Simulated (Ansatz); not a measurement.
# BN (F-43m): phonons and vibrational spectra, part 2 of 3

Aim: the phonons of BN (F-43m) at a cell relaxed beforehand at this level. After the zone centre comes a 4×4×4 q mesh on a 12×12×12 k mesh.

Ansatz 0.2.0; DFT LDA, scalar-relativistic, plane waves, PAW.

So far. Step 2 (Zone-centre response): Before it was imposed, the acoustic sum rule was missed by 5.5e-5 eV/Å² and the charge sum rule by 1.7e-6 e. Small misses are needed for a sound result but don't prove that mesh and cutoff are converged. The lowest optical mode is real, 1068 cm⁻¹.

**3. Phonons on a q mesh**

Stability and thermal properties need the whole zone. Linear response on a 4×4×4 q mesh gives force constants as far as a supercell of that size would, and the tensors from the zone-centre run are typed in so that the long-range dipole term is interpolated apart.

Contents of input.yaml:

```yaml
crystal:
  lattice:
    - [0.0, 1.7902743999, 1.7902743999]
    - [1.7902743999, 0.0, 1.7902743999]
    - [1.7902743999, 1.7902743999, 0.0]
  atoms:
    - { symbol: B, position: [0.0, 0.0, 0.0] }
    - { symbol: "N", position: [0.75, 0.75, 0.75] }
kpoints:
  mp_grid: { grid: [12, 12, 12] }
hamiltonian:
  xc: lda
scf:
  occupations: { method: fixed }
output:
  eigenvalues: true
phonons:
  method: dfpt
  qmesh: [4, 4, 4]
  temperatures: { t_max: 1000, t_step: 50 }
  qpath:
    path:
      - [[0.0, 0.0, 0.0], [-0.5, -0.5, 0.0], [-0.375, -0.375, 0.25]]
      - [[-0.375, 0.0, 0.375], [0.0, 0.0, 0.0], [0.0, 0.0, 0.5], [-0.5, -0.25, 0.25], [-0.5, -0.5, 0.0]]
    npoints: 10
  non_analytic_term:
    high_frequency_dielectric_tensor: [[4.5656, 0.0, 0.0], [0.0, 4.5656, 0.0], [0.0, 0.0, 4.5656]]
    born_effective_charges:
      - { species: B, tensor: [[1.8781, 0.0, 0.0], [0.0, 1.8781, 0.0], [0.0, 0.0, 1.8781]] }
      - { species: "N", tensor: [[-1.8781, 0.0, 0.0], [0.0, -1.8781, 0.0], [0.0, 0.0, -1.8781]] }
    source: "zone-centre run at this cell"
```

Started as:

```
> ansatz run input.yaml --threads 4 --pin off --max-ram 7168MiB --backend cpu --events-out ev --progress --plain --runs-dir out
```

Numbers of over 12 decimals in the logs are rounded to 6 here.

The log of the run:

```text
Warning: phonons: the dynamical matrix that this run interpolates holds no multipole term above the dipole-dipole one, and a site of this crystal is no centre of inversion, so its interpolated transverse optical and acoustic branches and sound speeds can stay off near Gamma, and the density of states and the thermodynamics with them. What a run solves at a wave vector of phonons.qpoints, Gamma apart, where the deck admits one, is free of this, and under fd what a larger phonons.supercell samples
[...]
Crystal: 2 atoms, lattice volume = 11.476 Å³
Basis set: ecut = 420 eV, 229 PW (Γ), exchange–correlation on 36×36×36 points (8 copies of the dense FFT grid, shifted against one another)
Bands: 8, of which v1, the nominal top of the filled ones, is band 4 counted from 1 (3 counted from 0)
Symmetry: 24 space group operations
k-points: 72 of 1728 (time reversal used)
[...]
SCF iter   1: F=—  HF=-526.470276 eV  |F-HF|=—  |Δ(HF+E_count)|=         —  Δρ=7.92e-3  dr2=5.28e-3  ethr=1.77e-3  ⟨swp⟩=3.8  Hψ=3289  notcnv=0  defer=110
[...]
SCF iter   7: F=-526.468608 eV  HF=-526.468608 eV  |F-HF|=4.55e-13  |Δ(HF+E_count)|=  8.19e-12  Δρ=1.39e-7  dr2=8.05e-13  ethr=1.00e-12  ⟨swp⟩=5.3  Hψ=2138  notcnv=0
SCF 1 converged in 7 iterations: F = -526.468608 eV  dr2 = 8.05e-13
[...]
NSCF: frozen V_eff on 72 k-points
[...]
DFPT response loops at q = (0, 0, 0) (fractional): preconditioner auto → none (the input reference at scf.mixing.eps_inf says where Resta's filter doesn't serve); β = 0.50; Broyden in place of MSR1
[...]
SCF converged after 7 iterations
Free energy (F): -526.468608 eV
[...]
Internal energy: -526.468608 eV  (E = F + TS)
E sigma→0 (E₀):  -526.468608 eV
Fermi energy:    11.392860 eV
[...]
--- Band table (eV; the first three rows and the last of 72) ---
[...]
--- Phonons (Γ-DFPT): 2 representative perturbations + reference (Σ response iterations 6) ---
  ASR residual: 5.383e-5 → 0.000e0 eV/Å²; symmetrization residual: 5.236e-7 eV/Å²
  ASR residual per site (eV/Å²): 5.38e-5 1.78e-6
  Γ frequencies (cm⁻¹): 0.00 0.00 0.00 1067.97 1067.97 1067.97
--- Phonons (arbitrary-q DFPT): 8 irreducible q on the 4×4×4 mesh ---
  q = [0.0000, 0.0000, 0.0000] (star 1, of the zone-centre solve; hermiticity 4.09e-8, symmetrization 3.65e-15): -0.00 -0.00 0.00 1067.97 1067.97 1067.97
  q = [0.0000, 0.0000, 0.2500] (star 8, 2 solved perturbations on 936 of 1728 k-point pairs; hermiticity 2.23e-8, symmetrization 6.52e-15): 354.57 354.57 638.52 1037.05 1037.05 1260.56
[...]
q = [0.0000, 0.2500, 0.2500] (star 6, 4 solved perturbations in 1608 linear systems a pass and spin channel, the states on 510 of 1728 k-point pairs; hermiticity 1.39e-8, symmetrization 4.57e-15): 478.42 478.42 656.98 1017.02 1017.02 1272.73
[...]
sum rule: each row above includes the acoustic sum rule's correction from the zone centre's row sums; it moved no ω² by more than (1.16 cm⁻¹)²
  mesh force constants: q→R imaginary residual 2.03e-18; ASR residual 5.383e-5 → 0.000e0 eV/Å²; symmetrization residual 7.105e-15 eV/Å²
  interpolated dispersion: 63 rows × 6 modes
  density of states and harmonic sums: on the 32×32×32 q-mesh, interpolated from the force constants of a 4×4×4 supercell (with the dipole–dipole term of supplied tensors)
  largest difference from the sums on the solved wave vectors: F 5.26e-3 eV, S 9.41e-6 and C_V 3.94e-6 eV/K
  zero-point energy: 0.321531 eV/cell   skipped modes (ω ≤ 0): 3   left out of the sums: 1.53e-5 of the cell's modes: C_V's classical limit lies that fraction below 3 k_B per atom; for a crystal, a wire or a layer, F and S can be off by more, and a phonons.interpolated_qmesh denser along its periods is the remedy for the sampling
```

Run time: 24 s. Hardware: 4 threads of Arm Neoverse V2, shared host; peak memory 0.69 GiB; 89 s of CPU time.

Numbers from this step:

```yaml
sum_rule_residual_before_enforcement: 5.38e-5 eV/Å²
lowest_frequency_on_the_path: 0 cm⁻¹
highest_frequency_on_the_path_or_at_a_solved_wavevector: 1298 cm⁻¹
mean_frequency: 864.5 cm⁻¹
debye_temperature_second_moment: 1666 K
logarithmic_mean_frequency: 823.3 cm⁻¹
lowest_mode_on_the_q_mesh_acoustic_modes_at_gamma_apart: 354.6 cm⁻¹
zero_point_energy_per_atom: 160.8 meV
heat_capacity_at_300_k: 7.869 J/(mol atoms K)
vibrational_entropy_at_300_k: 3.292 J/(mol atoms K)
```

Frequencies (cm⁻¹) solved at each irreducible wavevector; negative means imaginary. Frequencies by wavevector, by row:

| q in reciprocal lattice units | star | mode 1 | mode 2 | mode 3 | mode 4 | mode 5 | mode 6 |
| --- | --- | --- | --- | --- | --- | --- | --- |
| 0 0 0 | 1 | 0 | 0 | 0 | 1068 | 1068 | 1068 |
| 0 0 0.25 | 8 | 354.6 | 354.6 | 638.5 | 1037 | 1037 | 1261 |
| 0 0 -0.5 | 4 | 487.5 | 487.5 | 987 | 1010 | 1010 | 1148 |
| 0 0.25 0.25 | 6 | 478.4 | 478.4 | 657 | 1017 | 1017 | 1273 |
| 0 0.25 -0.5 | 24 | 608.2 | 727.8 | 894.2 | 971.9 | 1012 | 1140 |
| 0 0.25 -0.25 | 12 | 533.4 | 699.5 | 795.5 | 987.1 | 1046 | 1156 |
| 0 -0.5 -0.5 | 3 | 704.4 | 704.4 | 931.7 | 931.7 | 1025 | 1167 |
| 0.25 -0.5 -0.25 | 6 | 792.7 | 815.4 | 887.5 | 990.4 | 995 | 1025 |

Interpolated from a 4×4×4 q mesh, with the LO-TO term (at Γ the limit along the path; where Γ stands inside the path, tables give the limit on arrival). The phonon branches at the labelled points (cm⁻¹):

| point | branch 1 | branch 2 | branch 3 | branch 4 | branch 5 | branch 6 |
| --- | --- | --- | --- | --- | --- | --- |
| Γ | 0 | 0 | 0 | 1068 | 1068 | 1298 |
| halfway | 478 | 478 | 657 | 1017 | 1017 | 1273 |
| X | 704 | 704 | 932 | 932 | 1025 | 1167 |
| halfway | 695 | 758 | 923 | 935 | 1023 | 1139 |
| U | 666 | 873 | 894 | 944 | 988 | 1099 |
| jump to K | 666 | 873 | 894 | 944 | 988 | 1099 |
| halfway | 424 | 543 | 676 | 1018 | 1047 | 1226 |
| Γ | 0 | 0 | 0 | 1068 | 1068 | 1298 |
| halfway | 355 | 355 | 638 | 1037 | 1037 | 1261 |
| L | 488 | 488 | 987 | 1010 | 1010 | 1148 |
| halfway | 602 | 698 | 958 | 974 | 1025 | 1088 |
| W | 793 | 815 | 888 | 990 | 995 | 1025 |
| halfway | 741 | 754 | 917 | 938 | 1025 | 1110 |
| X | 704 | 704 | 932 | 932 | 1025 | 1167 |

The phonon branches as a text plot (rows in cm⁻¹):

```
   1270 |********                ************
   1216 |        ***            *            ***
   1162 |           ****     ***                ***            **
   1108 |               *****                      ****      **
   1054 |******              *****************         ***  *
   1000 |      ***  *************             *******************
    946 |         ***********                   *    ****   *****
    892 |               *****                  *         *****
    838 |        *       * * **               *          ***
    784 |       *      **   *                           ******
    730 |            **      ***             *         *     ****
    676 |      *  ***  ****     *                     * *
    622 |        *         **  *            *        ***
    568 |    ** *            ** **                  **
    514 |                      *           *     ****
    460 |      *                 ***          ***
    405 |   ***                 *         *  *
    351 |                        ***        *
    297 |  **                       *    * *
    243 |                         ***     *
    189 |  *                        **
    135 | *                          *  **
     81 | *                          *  *
     27 |*                            **
         Γ           X  U|K            Γ         L        W     X
```

Tetrahedra on a 32×32×32 mesh, mean over bins of 10 cm-1. Interpolated from a 4×4×4 q mesh. Phonon density of states against wavenumber; read off at these points:

| wavenumber (cm⁻¹) | phonon density of states (1/cm⁻¹/cell) |
| --- | --- |
| 25.0 | 0 |
| 50.0 | 1.5e-5 |
| 75.0 | 4.0e-5 |
| 100.0 | 8.0e-5 |
| 125.0 | 1.3e-4 |
| 150.0 | 1.8e-4 |
| 175.0 | 2.6e-4 |
| 200.0 | 3.4e-4 |
| 225.0 | 4.4e-4 |
| 250.0 | 5.6e-4 |
| 275.0 | 6.9e-4 |
| 300.0 | 8.5e-4 |
| 325.0 | 0.00103 |
| 350.0 | 0.00125 |
| 375.0 | 0.00151 |
| 400.0 | 0.00182 |
| 425.0 | 0.00222 |
| 450.0 | 0.00277 |
| 475.0 | 0.00362 |
| 500.0 | 0.00497 |
| 525.0 | 0.00517 |
| 550.0 | 0.00536 |
| 575.0 | 0.00557 |
| 600.0 | 0.00577 |
| 625.0 | 0.00599 |
| 650.0 | 0.00624 |
| 675.0 | 0.00649 |
| 695.0 | 0.00673 |
| 700.0 | 0.00661 |
| 725.0 | 0.00529 |
| 750.0 | 0.00472 |
| 775.0 | 0.00441 |
| 800.0 | 0.00436 |
| 825.0 | 0.00473 |
| 850.0 | 0.00381 |
| 875.0 | 0.00377 |
| 900.0 | 0.00942 |
| 905.0 | 0.00968 |
| 925.0 | 0.00589 |
| 950.0 | 0.0116 |
| 965.0 | 0.0175 |
| 975.0 | 0.0142 |
| 1000.0 | 0.0203 |
| 1025.0 | 0.0310 |
| 1050.0 | 0.00996 |
| 1075.0 | 0.00278 |
| 1095.0 | 0.00755 |
| 1100.0 | 0.00686 |
| 1125.0 | 0.00528 |
| 1150.0 | 0.00511 |
| 1175.0 | 0.00436 |
| 1200.0 | 0.00393 |
| 1225.0 | 0.00367 |
| 1250.0 | 0.00344 |
| 1275.0 | 0.003 |

Phonopy on the run's constants, 21x21x21 mesh, Gaussian sigma 9.7 cm-1. Interpolated from a 4×4×4 q mesh. Partial phonon density of states against wavenumber; read off at these points; values in 1/cm⁻¹/cell:

| wavenumber (cm⁻¹) | B | N |
| --- | --- | --- |
| 0.0 | 8.2e-6 | 1.0e-5 |
| 50.0 | 3.5e-7 | 3.5e-7 |
| 100.0 | 3.0e-5 | 4.0e-5 |
| 150.0 | 1.3e-4 | 1.7e-4 |
| 200.0 | 1.5e-4 | 1.9e-4 |
| 250.0 | 2.3e-4 | 3.0e-4 |
| 300.0 | 4.0e-4 | 5.0e-4 |
| 350.0 | 6.6e-4 | 8.4e-4 |
| 400.0 | 7.8e-4 | 0.00100 |
| 450.0 | 0.00107 | 0.00137 |
| 500.0 | 0.00226 | 0.00292 |
| 550.0 | 0.00229 | 0.00294 |
| 600.0 | 0.00243 | 0.00307 |
| 650.0 | 0.00267 | 0.00333 |
| 700.0 | 0.00291 | 0.00354 |
| 750.0 | 0.00205 | 0.00261 |
| 800.0 | 0.00181 | 0.00258 |
| 850.0 | 0.00160 | 0.00243 |
| 900.0 | 0.00240 | 0.00583 |
| 950.0 | 0.00597 | 0.00591 |
| 1000.0 | 0.0111 | 0.00905 |
| 1021.4 | 0.0149 | 0.0116 |
| 1050.0 | 0.00616 | 0.00474 |
| 1100.0 | 0.00390 | 0.00219 |
| 1106.7 | 0.00404 | 0.00216 |
| 1150.0 | 0.00350 | 0.00153 |
| 1200.0 | 0.00254 | 0.00146 |
| 1250.0 | 0.00206 | 0.00136 |
| 1300.0 | 4.4e-4 | 3.3e-4 |

Second derivatives of the energy by pair, one row for each kind of neighbour of each atom listed. Each entry sums the pair over the periodic images of the supercell that the q mesh stands for, and in a polar crystal it holds the long-range dipole part too. Force constants by pair, by row:

| atom | neighbour | distance (Å) | third of the trace (eV/Å²) | along the pair's line (eV/Å²) |
| --- | --- | --- | --- | --- |
| B1 | itself | 0 | 34 | – |
| B1 | N | 1.55 | -7.051 | -10.33 |
| B1 | B | 2.532 | -0.3845 | -3.391 |
| B1 | N | 2.969 | -0.0252 | 0.6199 |
| B1 | B | 3.581 | -0.0671 | -0.4942 |
| B1 | N | 3.902 | 0.0885 | 0.6383 |
| B1 | B | 4.385 | -0.1075 | -0.375 |
| B1 | N | 4.651 | 0.0483 | 0.1876 |
| B1 | N | 4.651 | 0.014 | 0.1611 |
| N2 | itself | 0 | 38.66 | – |
| N2 | B | 1.55 | -7.051 | -10.33 |
| N2 | N | 2.532 | -0.8531 | -3.906 |
| N2 | B | 2.969 | -0.0252 | 0.6199 |
| N2 | N | 3.581 | 0.0091 | -0.2215 |
| N2 | B | 3.902 | 0.0885 | 0.6383 |
| N2 | N | 4.385 | -0.0407 | -0.2263 |
| N2 | B | 4.651 | 0.0483 | 0.1876 |
| N2 | B | 4.651 | 0.014 | 0.1611 |

Harmonic thermodynamic functions per atom, from the density of states. Interpolated from a 4×4×4 q mesh. Thermodynamic functions, by row:

| T (K) | F_vib (meV/atom) | S (J/mol-atom/K) | C_V (J/mol-atom/K) |
| --- | --- | --- | --- |
| 0 | 160.8 | 0 | 0 |
| 50 | 160.8 | 0.012 | 0.039 |
| 100 | 160.7 | 0.117 | 0.395 |
| 200 | 160.2 | 1.11 | 3.277 |
| 300 | 158 | 3.292 | 7.869 |
| 400 | 153.2 | 6.154 | 12.07 |
| 500 | 145.2 | 9.208 | 15.24 |
| 600 | 134.1 | 12.2 | 17.51 |
| 700 | 120 | 15.03 | 19.12 |
| 800 | 103 | 17.66 | 20.29 |
| 900 | 83.43 | 20.1 | 21.16 |
| 1000 | 61.4 | 22.37 | 21.81 |

Harmonic mean-square displacement, third of the trace. Interpolated from a 4×4×4 q mesh. Mean square displacements, by row:

| T (K) | B1 U_eq (Å²) | N2 U_eq (Å²) |
| --- | --- | --- |
| 0 | 0.00195 | 0.00162 |
| 100 | 0.00197 | 0.00164 |
| 300 | 0.00224 | 0.0019 |
| 600 | 0.0031 | 0.00271 |

Symmetry leaves 8 wavevectors to solve. The lowest mode among them, the acoustic zeros apart, lies at q = (0, 0, 0.25) and is real, 355 cm⁻¹.

(Part 2 of 3 ends here.)

[Logs are printed without paths, hosts, clocks, repeated set-up lines and the standing remarks that a program may print on its own settings, such as how far it seeks lower states.]

[Hosts, paths, dates, database ids (printed as entryN), source tags and the programs' standing remarks are cut or masked in the printed files.]
